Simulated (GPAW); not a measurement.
## Work function of a 8-layer slab of W(100) at several levels

Aim: the work function of both faces of a 8-layer slab of W(100), and its spread over functionals and bases.

Calculated with GPAW 26.7.0; GPAW, PAW setups; slab in vacuum, relaxation, in the first sound run; inputs show where later runs differ.

## 1. Starting point

The cell holds 8 atoms: 8 W. Its edges and angles: a = 3.160 Å, b = 3.160 Å, c = 29.060 Å, α = 90.0°, β = 90.0°, γ = 90.0°. Vacuum lies along c.

Coordinates:

```
W
1.0
     3.16000    0.00000    0.00000
     0.00000    3.16000    0.00000
     0.00000    0.00000   29.06000
W
8
Cartesian
  1.5800 1.5800 9.0000
  0.0000 0.0000 10.5800
  1.5800 1.5800 12.1600
  0.0000 0.0000 13.7400
  1.5800 1.5800 15.3200
  0.0000 0.0000 16.9000
  1.5800 1.5800 18.4800
  0.0000 0.0000 20.0600
```

## 2. Relaxing the atoms

Forces are removed first; all later runs use this geometry. The lowest 4 atoms are held at bulk positions and keep their forces.

The input, run.py:

```python
import json
import numpy as np
from ase import Atoms
from ase.constraints import FixAtoms
from ase.optimize import BFGS
from gpaw import GPAW, PW

slab = Atoms(
    ['W', 'W', 'W', 'W', 'W', 'W', 'W', 'W'],
    positions=[
        [1.58000, 1.58000, 9.00000],
        [0.00000, 0.00000, 10.58000],
        [1.58000, 1.58000, 12.16000],
        [0.00000, 0.00000, 13.74000],
        [1.58000, 1.58000, 15.32000],
        [0.00000, 0.00000, 16.90000],
        [1.58000, 1.58000, 18.48000],
        [0.00000, 0.00000, 20.06000]],
    cell=[[3.16, 0.0, 0.0], [0.0, 3.16, 0.0], [0.0, 0.0, 29.06]],
    pbc=[True, True, False])

slab.calc = GPAW(mode=PW(400), xc='PBE', kpts={'size': (10, 10, 1), 'gamma': True},
                 occupations={'name': 'fermi-dirac', 'width': 0.1}, nbands='160%',
                 convergence={'density': 1e-05}, maxiter=200,
                 poissonsolver={'dipolelayer': 'xy'},
                 symmetry={'tolerance': 1e-3, 'extra_ids': [1, 1, 1, 1, 0, 0, 0, 0]}, txt='slab.txt')
result = {}
slab.set_constraint(FixAtoms([0, 1, 2, 3]))
path = []
opt = BFGS(slab, maxstep=0.2)
opt.attach(lambda: path.append((slab.get_potential_energy(), slab.positions.tolist(), slab.get_forces().tolist())))
result['relaxed'] = bool(opt.run(fmax=0.03, steps=40))
result['path'] = path
energy = slab.get_potential_energy()
fermi = slab.calc.get_fermi_level()
v = slab.calc.get_electrostatic_potential().mean((0, 1)) - fermi
n = slab.calc.get_pseudo_density().mean((0, 1))
L = slab.cell[2, 2]
z = np.arange(len(v)) * L / len(v)
low, high = slab.positions[:, 2].min(), slab.positions[:, 2].max()
below, above = np.interp([low - 6.8, high + 6.8], z, v)
slopes = [np.interp(x, z, np.gradient(v, z)) for x in (low - 6.8, high + 6.8)]
eps = np.array([[slab.calc.get_eigenvalues(k, s) for k in range(len(slab.calc.get_ibz_k_points()))]
                for s in range(slab.calc.get_number_of_spins())]) - fermi
top, bottom = eps[eps < 0].max(), eps[eps > 0].min()
dipole = slab.get_dipole_moment()[2]
print(f'energy {energy:.4f} eV, Fermi level {fermi:.4f} eV, dipole {dipole:.5f} e A')
print(f'potential 6.8 A off the faces, from the Fermi level: lower {below:.4f} eV, upper {above:.4f} eV')
print(f'slope of the potential there: lower {slopes[0]:.5f}, upper {slopes[1]:.5f} eV/A')
print(f'nearest levels on the mesh: {top:.4f} and {bottom:.4f} eV')
print('magnetic moment', round(slab.get_magnetic_moment(), 3))
result.update(energy=energy, fermi=fermi, dipole=dipole, below=below, above=above, slopes=slopes, edges=[top, bottom],
              z=z.tolist(), v=v.tolist(), n=n.tolist(), positions=slab.positions.tolist(),
              forces=slab.get_forces(apply_constraint=False).tolist(), moments=slab.get_magnetic_moments().tolist())
json.dump(result, open('result.json', 'w'))
```

Launch:

```bash
> OMP_NUM_THREADS=1 OPENBLAS_NUM_THREADS=1 python run.py
```

What it wrote:

```text
Step          Energy          fmax
BFGS:    0      -87.346985        1.662287
BFGS:    1      -87.404384        1.181268
BFGS:    2      -87.465648        0.374632
BFGS:    3      -87.469798        0.238380
BFGS:    4      -87.471302        0.149461
BFGS:    5      -87.472707        0.036614
BFGS:    6      -87.472744        0.021348
energy -87.3545 eV, Fermi level 4.0676 eV, dipole 0.00394 e A
potential 6.8 A off the faces, from the Fermi level: lower 4.2035 eV, upper 4.1188 eV
slope of the potential there: lower 0.00003, upper -0.00001 eV/A
nearest levels on the mesh: -0.0077 and 0.0162 eV
magnetic moment 0.0
```

Run time: 20 min. Hardware: 1 thread of Intel Xeon 6975P-C (Granite Rapids), shared host; peak memory 0.39 GiB.

The steps of the relaxation:

```
step  energy less that of the first step (eV)  largest force (eV/Å)
   1                                   0.0000                1.6623
   2                                  -0.0588                1.1813
   3                                  -0.1229                0.3746
   4                                  -0.1269                0.2384
   5                                  -0.1286                0.1495
   6                                  -0.1303                0.0366
   7                                  -0.1303                0.0213
```

The atoms that moved most (Å):

| atom | dx | dy | dz | length |
| --- | --- | --- | --- | --- |
| W7 | 0.000 | 0.000 | 0.077 | 0.077 |
| W8 | 0.000 | 0.000 | -0.077 | 0.077 |
| W5 | 0.000 | 0.000 | 0.022 | 0.022 |
| W6 | 0.000 | 0.000 | 0.021 | 0.021 |

The relaxed structure:

```xyz
8
Lattice="3.1600 0.0000 0.0000 0.0000 3.1600 0.0000 0.0000 0.0000 29.0600" Properties=species:S:1:pos:R:3
W     1.5800    1.5800    9.0000
W     0.0000    0.0000   10.5800
W     1.5800    1.5800   12.1600
W     0.0000    0.0000   13.7400
W     1.5800    1.5800   15.3415
W     0.0000    0.0000   16.9206
W     1.5800    1.5800   18.5575
W     0.0000    0.0000   19.9826
```

Numbers from this step:

* dipole along the normal: 0.003939 e·Å
* levels nearest the Fermi level on the mesh: -0.007745, 0.01617 eV from the Fermi level
* upper work function: 4.119 eV
* lower work function: 4.204 eV

The electrostatic potential energy of an electron (without an applied field's), less the Fermi level, planar mean oscillates, so the rows of the table below give means over windows of 1.61 Å about each position, cut where the curve ends. Its maxima inside the range that stand out by 2 % of the span (Å: eV): 9.8: -8.51, 11.4: -9.13, 12.9: -9.04, 14.5: -8.63, 16.1: -8.97, 17.8: -8.18, 19.3: -11.4. Its minima: 9.0: -19.9, 10.5: -20.6, 12.2: -20.7, 13.8: -20.5, 15.4: -20.5, 16.9: -20.5, 18.6: -20.7, 19.9: -20.2.

Table of electrostatic potential energy of an electron (without an applied field's), less the Fermi level, planar mean by z; means over each step:

```csv
z (Å),"electrostatic potential energy of an electron (without an applied field's), less the Fermi level, planar mean (eV)"
0.81,4.20
2.42,4.20
4.02,4.20
5.63,4.16
7.24,2.76
8.85,-12.5
10.46,-14.4
12.07,-14.5
13.68,-14.4
15.29,-14.4
16.90,-14.3
18.51,-14.8
20.12,-12.9
21.73,2.70
23.34,4.08
24.95,4.12
26.56,4.12
28.17,4.12
```

The pseudo valence density, planar mean oscillates, so the rows of the table below give means over windows of 1.51 Å about each position, cut where the curve ends. Its maxima inside the range that stand out by 2 % of the span (Å: e/Å³): 9.0: 1.34, 10.5: 1.36, 12.1: 1.32, 13.8: 1.36, 15.3: 1.35, 17.0: 1.33, 18.5: 1.37, 20.0: 1.36. Its minima: 9.7: 0.546, 11.4: 0.522, 12.9: 0.522, 14.6: 0.521, 16.1: 0.521, 17.7: 0.493, 19.4: 0.659.

Pseudo valence density, planar mean against z; means over each step:

```csv
z (Å),"pseudo valence density, planar mean (e/Å³)"
3.78,1.7e-5
5.29,5.0e-4
6.80,0.0138
8.31,0.506
9.82,0.865
11.33,0.866
12.84,0.871
14.35,0.860
15.86,0.880
17.37,0.859
18.88,0.960
20.39,0.719
21.90,0.0262
23.41,9.4e-4
24.92,3.4e-5
```

The relaxation lowered the energy of the cell by 0.130 eV (energies extrapolated to zero smearing; the optimiser's log prints free energies). The largest force left on a free atom is 0.021 eV/Å.

## 3. Plane waves, PBE

With the geometry fixed, the planar mean of the potential gives the vacuum level on each side.

This step: GPAW, PAW setups; slab in vacuum (GPAW 26.7.0).

run.py: that of step 2 with these lines changed.

```diff
@@ -3,4 +3,2 @@
 from ase import Atoms
-from ase.constraints import FixAtoms
-from ase.optimize import BFGS
 from gpaw import GPAW, PW
@@ -14,6 +12,6 @@
         [0.00000, 0.00000, 13.74000],
-        [1.58000, 1.58000, 15.32000],
-        [0.00000, 0.00000, 16.90000],
-        [1.58000, 1.58000, 18.48000],
-        [0.00000, 0.00000, 20.06000]],
+        [1.58000, 1.58000, 15.34151],
+        [-0.00000, -0.00000, 16.92056],
+        [1.58000, 1.58000, 18.55746],
+        [-0.00000, -0.00000, 19.98260]],
     cell=[[3.16, 0.0, 0.0], [0.0, 3.16, 0.0], [0.0, 0.0, 29.06]],
@@ -25,10 +23,4 @@
                  poissonsolver={'dipolelayer': 'xy'},
-                 symmetry={'tolerance': 1e-3, 'extra_ids': [1, 1, 1, 1, 0, 0, 0, 0]}, txt='slab.txt')
+                 symmetry={'tolerance': 1e-3}, txt='slab.txt')
 result = {}
-slab.set_constraint(FixAtoms([0, 1, 2, 3]))
-path = []
-opt = BFGS(slab, maxstep=0.2)
-opt.attach(lambda: path.append((slab.get_potential_energy(), slab.positions.tolist(), slab.get_forces().tolist())))
-result['relaxed'] = bool(opt.run(fmax=0.03, steps=40))
-result['path'] = path
 energy = slab.get_potential_energy()
```

What it wrote:

```text
energy -87.3545 eV, Fermi level 4.0674 eV, dipole 0.00491 e A
potential 6.8 A off the faces, from the Fermi level: lower 4.2039 eV, upper 4.1193 eV
slope of the potential there: lower -0.00004, upper 0.00008 eV/A
nearest levels on the mesh: -0.0077 and 0.0162 eV
magnetic moment 0.0
```

Elapsed: 4.5 min, on 1 thread; peak memory 0.38 GiB.

Numbers from this step:

* dipole along the normal: 0.004910 e·Å
* levels nearest the Fermi level on the mesh: -0.007743, 0.01617 eV from the Fermi level

The electrostatic potential energy of an electron (without an applied field's), less the Fermi level, planar mean oscillates, so the rows of the table below give means over windows of 1.61 Å about each position, cut where the curve ends. Its maxima inside the range that stand out by 2 % of the span (Å: eV): 9.8: -8.51, 11.4: -9.13, 12.9: -9.04, 14.5: -8.63, 16.1: -8.97, 17.8: -8.18, 19.3: -11.4. Its minima: 9.0: -19.9, 10.5: -20.6, 12.2: -20.7, 13.8: -20.5, 15.4: -20.5, 16.9: -20.5, 18.6: -20.7, 19.9: -20.2.

Table of electrostatic potential energy of an electron (without an applied field's), less the Fermi level, planar mean by z; means over each step:

(Unchanged from step 2.)

The pseudo valence density, planar mean oscillates, so the rows of the table below give means over windows of 1.51 Å about each position, cut where the curve ends. Its maxima inside the range that stand out by 2 % of the span (Å: e/Å³): 9.0: 1.34, 10.5: 1.36, 12.1: 1.32, 13.8: 1.36, 15.3: 1.35, 17.0: 1.33, 18.5: 1.37, 20.0: 1.36. Its minima: 9.7: 0.546, 11.4: 0.522, 12.9: 0.522, 14.6: 0.521, 16.1: 0.521, 17.7: 0.493, 19.4: 0.659.

Table of pseudo valence density, planar mean by z; means over each step:

```
z (Å)  pseudo valence density, planar mean (e/Å³)
 3.78                                      1.7e-5
 5.29                                      5.0e-4
 6.80                                      0.0138
 8.31                                       0.506
 9.82                                       0.865
11.33                                       0.866
12.84                                       0.871
14.35                                       0.860
15.86                                       0.880
17.37                                       0.859
18.88                                       0.960
20.39                                       0.719
21.90                                      0.0262
23.41                                      9.4e-4
24.92                                      3.4e-5
```

Force by atom:

| atom | x (eV/Å) | y (eV/Å) | z (eV/Å) | size |
| --- | --- | --- | --- | --- |
| W1 | 0.00 | 0.00 | 1.37 | 1.37 |
| W2 | 0.00 | 0.00 | -1.71 | 1.71 |
| W3 | 0.00 | 0.00 | 0.09 | 0.09 |
| W4 | 0.00 | 0.00 | 0.20 | 0.20 |
| W5 | 0.00 | 0.00 | -0.01 | 0.01 |
| W6 | 0.00 | 0.00 | 0.02 | 0.02 |
| W7 | 0.00 | 0.00 | 0.02 | 0.02 |
| W8 | 0.00 | 0.00 | 0.02 | 0.02 |

The potential is flat to 7.9e-5 eV/Å where it is read, so the vacuum is wide enough.

## 4. Self-consistent run: xc = "revPBE"

The same geometry under revPBE, to see how far the functional moves the levels against the vacuum.

run.py: that of step 3 with these lines changed.

```diff
@@ -19,3 +19,3 @@
 
-slab.calc = GPAW(mode=PW(400), xc='PBE', kpts={'size': (10, 10, 1), 'gamma': True},
+slab.calc = GPAW(mode=PW(400), xc='revPBE', kpts={'size': (10, 10, 1), 'gamma': True},
                  occupations={'name': 'fermi-dirac', 'width': 0.1}, nbands='160%',
```

What it wrote:

```text
energy -84.0160 eV, Fermi level 4.1655 eV, dipole 0.00519 e A
potential 6.8 A off the faces, from the Fermi level: lower 4.0744 eV, upper 3.9848 eV
slope of the potential there: lower -0.00005, upper 0.00009 eV/A
nearest levels on the mesh: -0.0076 and 0.0181 eV
magnetic moment 0.0
```

It took 4.6 min on 1 thread; peak memory 0.39 GiB.

Numbers from this step:

* dipole along the normal: 0.005187 e·Å
* levels nearest the Fermi level on the mesh: -0.007568, 0.01805 eV from the Fermi level
* upper work function: 3.985 eV
* lower work function: 4.074 eV

The electrostatic potential energy of an electron (without an applied field's), less the Fermi level, planar mean oscillates, so the rows of the table below give means over windows of 1.61 Å about each position, cut where the curve ends. Its maxima inside the range that stand out by 2 % of the span (Å: eV): 9.8: -8.58, 11.4: -9.19, 12.9: -9.10, 14.5: -8.70, 16.1: -9.04, 17.8: -8.25, 19.3: -11.5. Its minima: 9.0: -20.0, 10.5: -20.6, 12.2: -20.7, 13.8: -20.6, 15.4: -20.5, 16.9: -20.6, 18.6: -20.7, 19.9: -20.2.

Electrostatic potential energy of an electron (without an applied field's), less the Fermi level, planar mean against z; means over each step:

z (Å), electrostatic potential energy of an electron (without an applied field's), less the Fermi level, planar mean (eV) and a bar from the least value:
```
     0.81        4.1 ##############################
     2.42        4.1 ##############################
     4.02        4.1 ##############################
     5.63        4.0 ##############################
     7.24        2.6 ############################
     8.85      -12.5 ####
    10.46      -14.4 #
    12.07      -14.6 
    13.68      -14.5 #
    15.29      -14.5 #
    16.90      -14.4 #
    18.51      -14.9 
    20.12      -13.0 ###
    21.73        2.6 ############################
    23.34        3.9 ##############################
    24.95        4.0 ##############################
    26.56        4.0 ##############################
    28.17        4.0 ##############################
```

The pseudo valence density, planar mean oscillates, so the rows of the table below give means over windows of 1.51 Å about each position, cut where the curve ends. Its maxima inside the range that stand out by 2 % of the span (Å: e/Å³): 9.0: 1.34, 10.5: 1.36, 12.1: 1.32, 13.8: 1.36, 15.3: 1.35, 17.0: 1.33, 18.5: 1.37, 20.0: 1.36. Its minima: 9.7: 0.545, 11.4: 0.521, 12.9: 0.522, 14.6: 0.521, 16.1: 0.521, 17.7: 0.492, 19.4: 0.659.

The pseudo valence density, planar mean by z; means over each step:

```csv
z (Å),"pseudo valence density, planar mean (e/Å³)"
3.78,1.8e-5
5.29,4.9e-4
6.80,0.0137
8.31,0.506
9.82,0.865
11.33,0.866
12.84,0.871
14.35,0.860
15.86,0.880
17.37,0.859
18.88,0.960
20.39,0.719
21.90,0.0261
23.41,9.1e-4
24.92,3.5e-5
```

Force by atom:

| atom | x (eV/Å) | y (eV/Å) | z (eV/Å) | size |
| --- | --- | --- | --- | --- |
| W1 | 0.00 | 0.00 | 1.19 | 1.19 |
| W2 | 0.00 | 0.00 | -1.72 | 1.72 |
| W3 | 0.00 | 0.00 | 0.09 | 0.09 |
| W4 | 0.00 | 0.00 | 0.20 | 0.20 |
| W5 | 0.00 | 0.00 | -0.01 | 0.01 |
| W6 | 0.00 | 0.00 | 0.03 | 0.03 |
| W7 | 0.00 | 0.00 | 0.00 | 0.00 |
| W8 | 0.00 | 0.00 | 0.22 | 0.22 |

The upper face's work function is 3.985 eV, against 4.119 eV in the first plane-wave PBE run at this geometry.

## 5. Self-consistent run: xc = "LDA"

The same geometry under LDA, to see how far the functional moves the levels against the vacuum.

run.py: that of step 4 with these lines changed.

```diff
@@ -19,3 +19,3 @@
 
-slab.calc = GPAW(mode=PW(400), xc='revPBE', kpts={'size': (10, 10, 1), 'gamma': True},
+slab.calc = GPAW(mode=PW(400), xc='LDA', kpts={'size': (10, 10, 1), 'gamma': True},
                  occupations={'name': 'fermi-dirac', 'width': 0.1}, nbands='160%',
```

What it wrote:

```text
energy -96.4666 eV, Fermi level 3.7498 eV, dipole 0.00448 e A
potential 6.8 A off the faces, from the Fermi level: lower 4.4885 eV, upper 4.4117 eV
slope of the potential there: lower -0.00011, upper 0.00008 eV/A
nearest levels on the mesh: -0.0073 and 0.0070 eV
magnetic moment 0.0
```

Wall time 4.4 min (1 thread); peak memory 0.39 GiB.

Numbers from this step:

```
dipole along the normal                    : 0.004476 e·Å
levels nearest the Fermi level on the mesh : -0.007251, 0.006970 eV from the Fermi level
upper work function                        : 4.412 eV
lower work function                        : 4.488 eV
```

The upper face's work function is 4.412 eV, against 4.119 eV in the first plane-wave PBE run at this geometry.

## 6. OptPBE vdW: xc = "optPBE-vdW"

The same geometry under optPBE-vdW, to see how far the functional moves the levels against the vacuum (the van der Waals functionals take revPBE setups).

run.py: that of step 5 with these lines changed.

```diff
@@ -19,3 +19,3 @@
 
-slab.calc = GPAW(mode=PW(400), xc='LDA', kpts={'size': (10, 10, 1), 'gamma': True},
+slab.calc = GPAW(mode=PW(400), xc='optPBE-vdW', kpts={'size': (10, 10, 1), 'gamma': True},
                  occupations={'name': 'fermi-dirac', 'width': 0.1}, nbands='160%',
```

What it wrote:

```text
energy -220.6830 eV, Fermi level 3.9638 eV, dipole 0.00412 e A
potential 6.8 A off the faces, from the Fermi level: lower 4.4038 eV, upper 4.3336 eV
slope of the potential there: lower -0.00008, upper 0.00010 eV/A
nearest levels on the mesh: -0.0040 and 0.0012 eV
magnetic moment 0.0
```

It took 4.8 min on 1 thread; peak memory 0.54 GiB.

Numbers from this step:

| Quantity | Value |
| --- | --- |
| dipole along the normal | 0.004116 e·Å |
| levels nearest the Fermi level on the mesh | -0.003973, 0.001188 eV from the Fermi level |
| upper work function | 4.334 eV |
| lower work function | 4.404 eV |

The upper face's work function is 4.334 eV, against 4.119 eV in the first plane-wave PBE run at this geometry.

## 7. Self-consistent run: xc = "vdW-DF2"

The same geometry under vdW-DF2, to see how far the functional moves the levels against the vacuum (the van der Waals functionals take revPBE setups).

run.py: that of step 6 with these lines changed.

```diff
@@ -19,3 +19,3 @@
 
-slab.calc = GPAW(mode=PW(400), xc='optPBE-vdW', kpts={'size': (10, 10, 1), 'gamma': True},
+slab.calc = GPAW(mode=PW(400), xc='vdW-DF2', kpts={'size': (10, 10, 1), 'gamma': True},
                  occupations={'name': 'fermi-dirac', 'width': 0.1}, nbands='160%',
```

What it wrote:

```text
energy -1276.2110 eV, Fermi level 3.9992 eV, dipole 0.00357 e A
potential 6.8 A off the faces, from the Fermi level: lower 4.5639 eV, upper 4.5036 eV
slope of the potential there: lower -0.00009, upper 0.00005 eV/A
nearest levels on the mesh: -0.0033 and 0.0254 eV
magnetic moment 0.0
```

The job ended after 7.2 min (1 thread; peak memory 0.54 GiB).

This step gave:

| Property | Result |
| --- | --- |
| dipole along the normal | 0.003566 e·Å |
| levels nearest the Fermi level on the mesh | -0.003269, 0.02545 eV from the Fermi level |
| upper work function | 4.504 eV |
| lower work function | 4.564 eV |

The electrostatic potential energy of an electron (without an applied field's), less the Fermi level, planar mean oscillates, so the rows of the table below give means over windows of 1.61 Å about each position, cut where the curve ends. Its maxima inside the range that stand out by 2 % of the span (Å: eV): 9.8: -8.77, 11.4: -9.41, 12.9: -9.31, 14.5: -8.91, 16.1: -9.24, 17.8: -8.47, 19.3: -11.7. Its minima: 9.0: -20.2, 10.5: -20.9, 12.2: -21.0, 13.8: -20.8, 15.4: -20.8, 16.9: -20.8, 18.6: -20.9, 19.9: -20.4.

The electrostatic potential energy of an electron (without an applied field's), less the Fermi level, planar mean by z; means over each step:

```csv
z (Å),"electrostatic potential energy of an electron (without an applied field's), less the Fermi level, planar mean (eV)"
0.81,4.56
2.42,4.56
4.02,4.56
5.63,4.50
7.24,2.92
8.85,-12.7
10.46,-14.6
12.07,-14.8
13.68,-14.7
15.29,-14.7
16.90,-14.6
18.51,-15.1
20.12,-13.1
21.73,2.87
23.34,4.44
24.95,4.50
26.56,4.50
28.17,4.51
```

The upper face's work function is 4.504 eV, against 4.119 eV in the first plane-wave PBE run at this geometry.

(Continued in part 2 of 2.)

[Logs are printed without paths, hosts, clocks, repeated set-up lines and the standing remarks that a program may print on its own settings, such as how far it seeks lower states.]

[Hosts, paths, dates, database ids (printed as entryN), source tags and the programs' standing remarks are cut or masked in the printed files.]
